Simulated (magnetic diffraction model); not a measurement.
# Solving a magnetic structure from powder neutron data: Na2MnCl2F2

Space group Pbam (no. 55), a = 6.3300 Å, b = 10.8290 Å, c = 3.5200 Å.

```
site  atom       x       y    z
  2a    Mn       0       0    0
  4h    Cl  0.2600  0.4585  1/2
  4h    Na  0.5845  0.8199  1/2
  4g     F  0.3872  0.6980    0
```

The compound is invented for this exercise: a known structure type with other elements, its cell scaled to their sizes and not relaxed.

Only Mn is taken to order (form factors of Mn2+); orders and moment sizes are assumed, and not adapted to the symmetry. Radiation: neutrons of λ = 1.909 Å, 3° to 50°; isotropic B of 0.64 Å² (Mn), 0.71 Å² (Cl), 0.75 Å² (Na) and 0.72 Å² (F). The intensities are simulated: I ∝ L Σ (|F_N|² + |F_M⊥|²) for unpolarised neutrons, with F_M = 2.695 fm/μB × Σ f(s) S exp(2πi Q·r) exp(−B s²) at Q = H ± k (one set where k and −k are equivalent), only the part normal to Q counting and L = 1/(sin²θ cos θ). For collinear order S is the moment m, which repeats by lattice and centring translations R with the sign exp(−2πi k·R). Form factors are spin-only for 3d ions and dipole or tabulated for f ions, scattering lengths are Sears's of 1992, and absorption is left out. A label names one of the reflections at its angle. The strongest nuclear line in the range is 100, and lines under 0.2 are left out.

Above the ordering temperature:

```csv
2θ (°),index,I
20.12,(1 1 0),3.4
26.83,(1 2 0),1.6
31.47,(0 0 1),41.2
35.10,(2 0 0),28.8
35.44,(1 3 0),2.9
36.62,(2 1 0),3.1
37.74,(0 2 1),100.0
40.89,(2 2 0),80.2
41.29,(0 4 0),3.9
41.81,(1 2 1),33.8
45.10,(1 4 0),87.2
47.29,(2 3 0),4.3
47.85,(2 0 1),19.1
48.12,(1 3 1),66.0
49.04,(2 1 1),57.8
```

Below it (cell unchanged):

```csv
2θ (°),I
18.56,41.9
20.12,3.4
23.52,28.5
26.83,1.6
31.02,6.9
31.27,15.2
31.47,41.2
34.31,6.7
35.10,28.8
35.44,2.9
36.62,3.1
37.74,100.0
40.20,5.3
40.40,7.6
40.89,80.2
41.29,3.9
41.81,33.8
45.10,87.2
47.29,4.3
47.54,1.5
47.85,19.1
47.89,3.5
48.12,66.0
49.04,57.8
49.17,3.2
49.91,1.5
```

**Question.** Find the propagation vector, then choose among these models:
A. collinear moments along [101], 3.94 μB on Mn; signs + at (0, 0, 0), + at (1/2, 1/2, 0)
B. collinear moments along [111], 3.94 μB on Mn; signs + at (0, 0, 0), + at (1/2, 1/2, 0)
C. collinear moments along [111], 3.94 μB on Mn; signs + at (0, 0, 0), − at (1/2, 1/2, 0)
D. collinear moments along [101], 3.94 μB on Mn; signs + at (0, 0, 0), − at (1/2, 1/2, 0)

The new lines index as (1/2 1/2 1/2) at 18.56°, (1/2 -3/2 1/2) at 23.52°, (3/2 -1/2 1/2) at 31.02° and (1/2 5/2 1/2) at 31.27°, that is as H ± k with k = (1/2 1/2 1/2). Half indices mean that the moments reverse under translations with k·R a half-integer, and the magnetic cell has twice the primitive volume.

Magnetic intensity, observed (below minus above) and for each model:

| 2θ (°) | index | observed | A | B | C | D |
| --- | --- | --- | --- | --- | --- | --- |
| 18.56 | (1/2 1/2 1/2) | 41.9 | 41.9 | 59.6 | 46.6 | 41.9 |
| 23.52 | (1/2 -3/2 1/2) | 28.5 | 28.5 | 16.2 | 30.2 | 28.5 |
| 31.02 | (3/2 -1/2 1/2) | 6.9 | 6.9 | 12.0 | 16.0 | 6.9 |
| 31.27 | (1/2 5/2 1/2) | 15.2 | 15.2 | 11.9 | 5.5 | 15.2 |
| 34.31 | (3/2 3/2 1/2) | 6.7 | 6.7 | 13.1 | 5.7 | 6.7 |
| 40.20 | (3/2 -5/2 1/2) | 5.3 | 5.3 | 2.2 | 7.8 | 5.3 |
| 40.40 | (1/2 -7/2 1/2) | 7.6 | 7.6 | 2.2 | 4.8 | 7.6 |
| 47.89 | (3/2 7/2 1/2) | 3.5 | 3.5 | 4.0 | 0.8 | 3.5 |

Models A and D match alike on every line, so these data can't choose among them (such ties are often domains of one structure).

The structure used: k = (1/2 1/2 1/2), collinear moments along [101], 3.94 μB on Mn; signs + at (0, 0, 0), − at (1/2, 1/2, 0).

[Logs are printed without paths, hosts, clocks, repeated set-up lines and the standing remarks that a program may print on its own settings, such as how far it seeks lower states.]
